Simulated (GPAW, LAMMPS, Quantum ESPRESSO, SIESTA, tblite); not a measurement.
**tblite runs on amorphous carbon (150 atoms)**

Aim: run amorphous carbon (150 atoms) in tblite and see how near its forces come to a plane-wave reference, and at what cost.

Program: tblite 0.8.0. Level of theory: the method is named at each step. Results are calculated unless marked as measured.

**1. Starting point**

The cell holds 150 atoms: 150 C. Its edges and angles: a = 11.985 Å, b = 11.985 Å, c = 11.985 Å, α = 90.0°, β = 90.0°, γ = 90.0°. 150 atoms (150 C) placed at random at 1.74 g/cm³, melted at 5500 K for 10 ps at fixed volume with the LCBOP (Los and Fasolino, Phys. Rev. B 68, 024107 (2003)). Quenched from 5500 K to 300 K at 100 K/ps and fixed volume, held 5 ps.

The yardstick, on the same geometry:

| Quantity | Value |
| --- | --- |
| method | Kohn-Sham DFT, PBE, SSSP efficiency 1.3.0 pseudopotentials, plane waves (Quantum ESPRESSO 7.5); sssp-pbe-1.3.0-efficiency, cutoffs 45/360 Ry, Γ point |
| r.m.s. force component | 1.623 eV/Å |
| longest force | 7.232 eV/Å |
| pressure | -10.65 GPa |
| time | 3.4 min on 4 MPI ranks of Arm Neoverse V2, shared host |
| CPU time | 14 min |

**2. GFN1-xTB**

Method: GFN1-xTB tight binding, diagonalisation.

run.py

```python
import numpy as np
from ase.io import read
from tblite.ase import TBLite

atoms = read("structure.xyz")
atoms.calc = TBLite(method="GFN1-xTB", electronic_temperature=580, accuracy=1.0, max_iterations=250, mixer_damping=0.1, verbosity=1)
energy = atoms.get_potential_energy()
forces = atoms.get_forces()
print(f"energy {energy:.6f} eV")
print("forces (eV/A)")
for i, (a, f) in enumerate(zip(atoms, forces)):
    print(f"{i:4d} {a.symbol:2s} {f[0]:10.5f} {f[1]:10.5f} {f[2]:10.5f}")
stress = -atoms.get_stress(voigt=False) * 160.21766
print("stress (GPa, compression positive)")
for row in stress:
    print(" ".join(f"{x:10.4f}" for x in row))
print("charges (e)")
print(np.array2string(atoms.get_charges(), precision=4, suppress_small=True, max_line_width=110, threshold=100000))
```

structure.xyz

```xyz
150
Lattice="11.98460 0.00000 0.00000 0.00000 11.98460 0.00000 0.00000 0.00000 11.98460" Properties=species:S:1:pos:R:3 pbc="T T T"
C 10.01949 5.07488 0.89345
C 7.38875 3.51640 3.84694
C 7.27261 5.28065 9.30388
C 7.33577 3.07537 6.53137
C 11.51313 7.81815 3.64176
C 6.61838 9.43452 6.25692
C 5.74781 11.22621 0.07862
C 5.61622 6.00129 3.04097
C 2.75550 3.28330 8.91942
C 9.60458 2.72614 1.53702
C 0.11661 4.25321 3.91944
C 8.21245 4.83387 10.39017
C 4.21462 10.64832 4.98511
C 10.45105 10.38478 8.64437
C 8.65672 1.96751 2.33532
C 4.72301 10.89939 2.31387
C 3.12834 9.61656 0.52109
C 5.56145 2.36840 8.16834
C 11.23748 8.96544 1.26989
C 2.95241 3.92388 6.37113
C 3.43071 7.44651 3.19150
C 3.75334 5.10736 6.21258
C 8.69327 10.54944 6.09932
C 3.33448 8.94111 11.25989
C 6.56588 1.04422 3.17987
C 5.69820 9.78195 11.60277
C 4.66680 11.32545 3.72769
C 0.80884 4.50861 10.60361
C 6.45011 5.18921 2.25358
C 8.13215 4.03965 11.66221
C 10.45489 7.29766 4.58842
C 2.66442 10.45465 8.13587
C 3.29397 3.05859 7.52489
C 0.79602 6.48127 9.15216
C 10.01769 9.39281 7.67122
C 1.13962 4.91381 4.73595
C 11.08384 6.28604 7.00560
C 5.03749 6.80330 8.01866
C 3.68634 5.84237 1.35306
C 6.65421 7.56624 4.58375
C 9.30388 3.88109 0.57814
C 5.71462 3.00658 11.22418
C 1.24987 5.98619 0.60570
C 6.49158 3.37654 7.72683
C 2.24915 6.28772 1.50730
C 3.72278 10.20980 1.59551
C 5.90685 4.62354 0.98286
C 4.80834 9.00091 9.34104
C 1.40771 0.63746 7.91559
C 2.03882 7.14054 2.63433
C 0.96188 7.15553 3.55511
C 10.28039 0.23142 6.81900
C 4.43418 3.87151 11.19649
C 9.73713 1.55956 6.95622
C 0.05237 8.15912 0.39933
C 9.08576 6.92111 3.89188
[... 90 atom lines left out ...]
C 11.30328 4.91932 2.99495
C 3.58268 3.85245 10.01217
C 8.78471 10.07773 2.81470
C 10.79884 10.07174 9.98521
```

Run with:

```
$ OMP_NUM_THREADS=1 python run.py > output.txt
```

Output:

```text
------------------------------------------------------------
  cycle        total energy    energy error   density error
------------------------------------------------------------
      1     -312.8617365919  -3.1668656E+02   8.8906949E-01
      2     -313.0020905703  -1.4035398E-01   7.9970228E-01
      3     -297.0518181190   1.5950272E+01   5.2376605E-01
      4     -311.4821648555  -1.4430347E+01   1.6811277E-01
      5     -312.3055415145  -8.2337666E-01   1.0938951E-01
      6     -313.1681921788  -8.6265066E-01   5.2295577E-02
      7     -313.3328471874  -1.6465501E-01   3.6376614E-02
      8     -313.4496568244  -1.1680964E-01   1.4856742E-02
      9     -313.4587714439  -9.1146196E-03   9.4473835E-03
     10     -313.4647019573  -5.9305134E-03   4.1196745E-03
     11     -313.4651340335  -4.3207622E-04   2.7443624E-03
     12     -313.4655813587  -4.4732517E-04   1.8120415E-03
     13     -313.4656173812  -3.6022484E-05   1.6300108E-03
     14     -313.4656933781  -7.5996954E-05   1.0110583E-03
     15     -313.4657046593  -1.1281128E-05   8.6961908E-04
     16     -313.4657115823  -6.9230522E-06   5.2124236E-04
     17     -313.4657142312  -2.6488663E-06   3.9514597E-04
     18     -313.4657210569  -6.8257606E-06   1.1010945E-04
     19     -313.4657213069  -2.5000668E-07   6.4054977E-05
     20     -313.4657214761  -1.6916067E-07   2.7109760E-05
     21     -313.4657215103  -3.4207517E-08   1.3958367E-05
------------------------------------------------------------
 total:                                   3.832 sec
energy -8529.836753 eV
forces (eV/A)
   0 C     1.97912    1.58771   -1.57133
   1 C     0.87753    1.30682   -0.26074
   2 C     1.32183    0.44170    0.89251
   3 C     0.45575   -0.14864   -1.11352
   4 C     3.30673   -0.67078   -0.65249
   5 C     0.54069   -1.35826    0.27772
   6 C    -0.46182   -0.00335   -3.42436
   7 C    -0.83747    0.46244   -2.70757
   8 C     2.14899    1.89811    2.32610
   9 C    -0.78508    0.20208    1.10905
  10 C    -1.32510    1.52023   -1.57196
  11 C     1.38133    0.53857    1.13299
  12 C     0.85827    0.85916   -1.19105
  13 C     0.39030    1.55921   -2.37197
  14 C     1.13783   -0.19567   -0.75478
  15 C    -0.57463    0.55479   -0.20118
  16 C     4.13689    3.06589    5.97957
  17 C    -2.42891   -0.76906   -0.61172
  18 C    -2.31622    1.38971    2.35819
  19 C    -2.54393    0.49801   -0.79228
  20 C    -1.80087   -1.02927    0.67649
  21 C    -1.50100   -0.68409   -0.27693
  22 C    -0.33774   -2.39768    2.31149
  23 C    -3.19177    0.29464    1.49637
[...]
142 C     0.61726   -0.88659   -3.53514
 143 C     1.32364    0.68317    0.94710
 144 C    -0.87448    1.22462    0.30215
 145 C     0.16415    1.49614    3.11531
 146 C    -2.26822   -0.30153    0.14348
 147 C     0.32587   -1.54089    1.67700
 148 C     1.73817    1.27895   -0.21565
 149 C     1.82067   -1.48428    1.76298
stress (GPa, compression positive)
  -14.5044     2.0335    -1.3324
    2.0335   -16.2415     0.0322
   -1.3324     0.0322   -17.9846
charges (e)
[ 0.0258  0.0164  0.0075 -0.0191 -0.0121 -0.0267  0.0202  0.0071  0.0192 -0.0102  0.0255 -0.0079 -0.0105
 -0.0292 -0.0005  0.02   -0.0631 -0.0032  0.0258 -0.0091 -0.0268  0.0343 -0.0173  0.0478 -0.0024  0.0235
 -0.0036  0.0465 -0.0048  0.0257 -0.0092 -0.0182 -0.0141  0.0025  0.0342 -0.0141 -0.0037  0.0164 -0.0107
 -0.0245 -0.0088 -0.0116  0.0284  0.0306  0.0034 -0.0358 -0.0147  0.003  -0.0054 -0.012   0.0278  0.007
  0.0171  0.0068  0.0478  0.0052  0.0272  0.0145 -0.0089 -0.0228 -0.0148 -0.0182 -0.0792 -0.0119 -0.0144
 -0.005   0.0266 -0.0161  0.0031 -0.0476 -0.0084  0.0006  0.0098 -0.0232  0.0074  0.011   0.0195  0.0017
  0.0146 -0.0052 -0.0092  0.0206 -0.0081  0.014  -0.0387  0.0073  0.0034  0.0289  0.0239 -0.0173 -0.0142
  0.0026  0.0577  0.0257  0.0012  0.0041 -0.0073 -0.0014 -0.0089  0.0143  0.0144  0.021  -0.0071 -0.0099
 -0.0041 -0.0007 -0.0076 -0.0146 -0.0133  0.0178 -0.0711 -0.0459  0.0002 -0.0333  0.0176  0.0092 -0.006
  0.0219  0.0193 -0.0059  0.0055 -0.008  -0.0077  0.0079  0.0098  0.0029  0.0479  0.0343  0.0388 -0.0071
  0.0087 -0.0911 -0.0796 -0.008   0.0249 -0.0054 -0.0012  0.0118  0.0444 -0.0154  0.0111  0.0029  0.0104
 -0.0034 -0.0152  0.0202 -0.0494 -0.0573  0.0045  0.0551]
```

The job ended after 4.3 s (1 thread of Arm Neoverse V2, shared host; peak memory 0.14 GiB).

Banners, paths, timers and routine set-up lines are dropped from the logs unmarked, and long logs keep their key lines alone; longer cuts are marked.

Compared with the plane-wave run:

```
r.m.s. force component                  : 1.751 eV/Å
r.m.s. difference of force components   : 302.4 meV/Å
longest difference of force vectors     : 1277 meV/Å
force difference over r.m.s. force      : 18.64 %
slope of forces against the reference's : 1.065
correlation of force components         : 0.9868
pressure                                : -16.24 GPa
pressure difference                     : -5.595 GPa
```

Local excerpt of 9 atoms (numbers count through the whole input) about C132, whose charge lies farthest from its element's mean; x, y, z are measured from there.

```tsv
atom	x	y	z	distance (Å)	bonds	Mulliken charge (e)	Fx	Fy	Fz (eV/Å)
C132	0.00	0.00	0.00	0.00	2	-0.09	-2.60	3.41	-1.02
C93	0.42	0.12	-1.34	1.41	3	0.06	-0.10	1.78	3.37
C128	-0.95	0.95	0.59	1.46	3	0.03	3.86	-4.09	-0.23
C18	-1.48	1.79	-0.45	2.37	3	0.00	-2.43	-0.77	-0.61
C127	-0.23	-0.56	-2.40	2.48	3	0.05	0.24	-0.81	-0.68
C65	1.21	1.34	-1.74	2.51	3	-0.01	1.01	-0.81	-1.08
C135	-1.28	1.10	2.04	2.65	3	0.02	-0.14	-3.44	0.73
C44	-0.55	2.80	-0.90	2.99	3	0.03	-0.71	-1.13	-1.09
C62	-1.55	-0.11	2.75	3.16	2	-0.02	1.79	0.53	-0.44
```

Atoms are counted from 1 here, from 0 in the log.

Forces lie 19 % from the reference's, at 0.0052 times its CPU time (on 1 against 4 cores).

**3. GFN2-xTB**

Method: GFN2-xTB tight binding, diagonalisation.

Changes to run.py since step 2:

```diff
@@ -5,3 +5,3 @@
 atoms = read("structure.xyz")
-atoms.calc = TBLite(method="GFN1-xTB", electronic_temperature=580, accuracy=1.0, max_iterations=250, mixer_damping=0.1, verbosity=1)
+atoms.calc = TBLite(method="GFN2-xTB", electronic_temperature=580, accuracy=1.0, max_iterations=250, mixer_damping=0.1, verbosity=1)
 energy = atoms.get_potential_energy()
```

structure.xyz is that of step 2.

Output:

```text
------------------------------------------------------------
  cycle        total energy    energy error   density error
------------------------------------------------------------
      1     -317.1041946747  -3.2185370E+02   2.2584988E-01
      2     -317.1950661200  -9.0871445E-02   2.0588990E-01
      3     -315.3472128395   1.8478533E+00   1.8285732E-01
      4     -316.2168501613  -8.6963732E-01   1.0380673E-01
      5     -317.2506627794  -1.0338126E+00   4.1318306E-02
      6     -317.5634480634  -3.1278528E-01   2.3842584E-02
      7     -317.7342601386  -1.7081208E-01   1.4916844E-02
      8     -317.8064287169  -7.2168578E-02   8.8450708E-03
      9     -317.8251776288  -1.8748912E-02   4.6707381E-03
     10     -317.8269583825  -1.7807537E-03   3.7694703E-03
     11     -317.8278490830  -8.9070048E-04   2.9435071E-03
     12     -317.8279458815  -9.6798536E-05   2.4055961E-03
[...]
18     -317.8284569042  -2.2315669E-07   1.2236036E-04
     19     -317.8284582681  -1.3639270E-06   9.4089636E-05
     20     -317.8284585552  -2.8708314E-07   5.8876557E-05
     21     -317.8284586620  -1.0679872E-07   2.9006345E-05
     22     -317.8284587492  -8.7241233E-08   1.2100676E-05
------------------------------------------------------------
 total:                                  11.831 sec
energy -8648.552881 eV
forces (eV/A)
   0 C     2.04033    1.52340   -1.48693
   1 C     0.88032    1.28227   -0.30511
   2 C     1.50570    0.42408    0.83008
   3 C     0.44003   -0.24020   -1.12771
   4 C     3.29214   -0.66947   -0.68335
   5 C     0.67731   -1.38462    0.14892
   6 C    -0.47601    0.02035   -3.35465
   7 C    -0.91523    0.53061   -2.65003
   8 C     2.10975    1.82411    2.31275
   9 C    -0.87579    0.22239    1.12190
  10 C    -1.29186    1.53703   -1.48385
  11 C     1.37150    0.59453    1.10549
[...]
145 C    -0.00981    1.45524    2.90147
 146 C    -2.25198   -0.31426    0.20437
 147 C     0.31286   -1.54258    1.71854
 148 C     1.64902    1.31467   -0.20425
 149 C     1.65979   -1.42813    1.74730
stress (GPa, compression positive)
  -16.9218     2.0006    -1.5569
    2.0006   -18.6856    -0.0079
   -1.5569    -0.0079   -20.3287
charges (e)
[ 0.0175  0.0143  0.0012 -0.0088 -0.0038 -0.0219  0.026   0.0045  0.0184 -0.0062  0.0242 -0.0055 -0.0035
 -0.0119  0.0009  0.023  -0.0541  0.0015  0.0294 -0.0055 -0.0201  0.0154 -0.0138  0.0389 -0.0057  0.0273
 -0.0009  0.0427 -0.0017  0.0166  0.0017 -0.011  -0.0014 -0.0009  0.024  -0.0078 -0.0038  0.0088 -0.0075
 -0.0138  0.002  -0.0001  0.0242  0.0179  0.0074 -0.0397 -0.012   0.0013 -0.005  -0.003   0.0159  0.0125
  0.0154  0.0085  0.0374 -0.0026  0.0276  0.0099 -0.0103 -0.0033 -0.0042 -0.0336 -0.0847 -0.0093 -0.011
 -0.0064  0.0299 -0.0095  0.0003 -0.0459 -0.0029 -0.      0.0044 -0.0288 -0.0007  0.0163  0.0123 -0.0021
  0.0129 -0.0028 -0.0019  0.0224 -0.0059  0.0119 -0.0403  0.0047  0.0044  0.0232  0.0128 -0.0105 -0.0285
  0.0039  0.0395  0.0281  0.0005  0.0076  0.0029 -0.0019 -0.0058  0.012   0.0034  0.0203 -0.0045 -0.0055
 -0.0027  0.0007 -0.0061 -0.0134 -0.0107  0.0113 -0.0735 -0.0194  0.0047 -0.0338  0.0117 -0.003  -0.0043
  0.023   0.0217 -0.0019 -0.0088 -0.0092 -0.0131 -0.      0.0053  0.007   0.0331  0.0269  0.0343 -0.008
  0.0075 -0.089  -0.0652 -0.0015  0.0311 -0.0019 -0.0062  0.017   0.0299 -0.0133  0.0074  0.0056  0.0191
  0.0038 -0.0144  0.0083 -0.0484 -0.0607  0.0016  0.0398]
```

It took 12 s on 1 thread; peak memory 0.15 GiB.

Against the reference:

```yaml
r_m_s_force_component: 1.718 eV/Å
r_m_s_difference_of_force_components: 282.8 meV/Å
longest_difference_of_force_vectors: 1355 meV/Å
force_difference_over_r_m_s_force: 17.43 %
slope_of_forces_against_the_reference_s: 1.046
correlation_of_force_components: 0.9873
pressure: -18.65 GPa
pressure_difference: -7.996 GPa
```

Against the first run (19 %), the force difference from the reference is 17 %, at 2.8 times the CPU time.

**4. Side by side**

Differences are against the plane-wave reference, forces as r.m.s. over components; share is that over the reference's r.m.s. force, slope the least-squares factor from reference forces to these. Total energies of different programs have different zeros and aren't compared.

```tsv
run	Δ force, r.m.s. (meV/Å)	share (%)	slope	Δ pressure (GPa)	cores	CPU time	memory (GiB)
reference	-	-	-	-	4	14 min	6.1
tblite GFN1-xTB	302	18.6	1.065	-5.59	1	4.3 s	0.14
tblite GFN2-xTB	283	17.4	1.046	-8.00	1	12 s	0.15
```

CPU time is summed over cores on a shared host, where runs went side by side, so it is rough. Symmetry, cutoffs, thresholds, outputs and thread counts weren't matched or tuned between programs; memory under MPI is the largest rank's times the ranks.

**5. Outcome**

* nearest in forces: tblite GFN2-xTB, 17 %
* its CPU time: 12 s

Tight binding differs by 17 % (tblite GFN2-xTB) to 19 % (tblite GFN1-xTB); it is another model, with fitted parameters of its own, and the xTB methods hold dispersion. Of the electronic-structure runs that take under half the reference's CPU time, tblite GFN2-xTB comes nearest, at 17 % in 12 s against 14 min; its pressure misses by -8.0 GPa. Periodic xTB results under one method name differ between programs and library versions. The reference's pressure holds the uncorrected Pulay stress of its 45 Ry basis, so small pressure differences, and their order, may be the reference's own error. The quench rate of 100 K/ps is many orders above laboratory rates, so the cell is likely richer in defects and strain than a real sample. The network of bonds at the start is that of the classical potential that made the cell, and needn't be the one that DFT or experiment would give. The reference's stress is far from hydrostatic: its diagonal is -8.9, -10.9, -12.2 GPa, compression counted positive. The electronic-structure runs sample only Γ, in a cell whose shortest periodic width is 12 Å, which is coarse for a cell with partly filled levels.

[Also dropped from logs without a mark: logging warnings of Python, and SIESTA's first energy breakdown and zero terms.]

[Logs are printed without paths, hosts, clocks, repeated set-up lines and the standing remarks that a program may print on its own settings, such as how far it seeks lower states.]

[Hosts, paths, dates, database ids (printed as entryN), source tags and the programs' standing remarks are cut or masked in the printed files.]
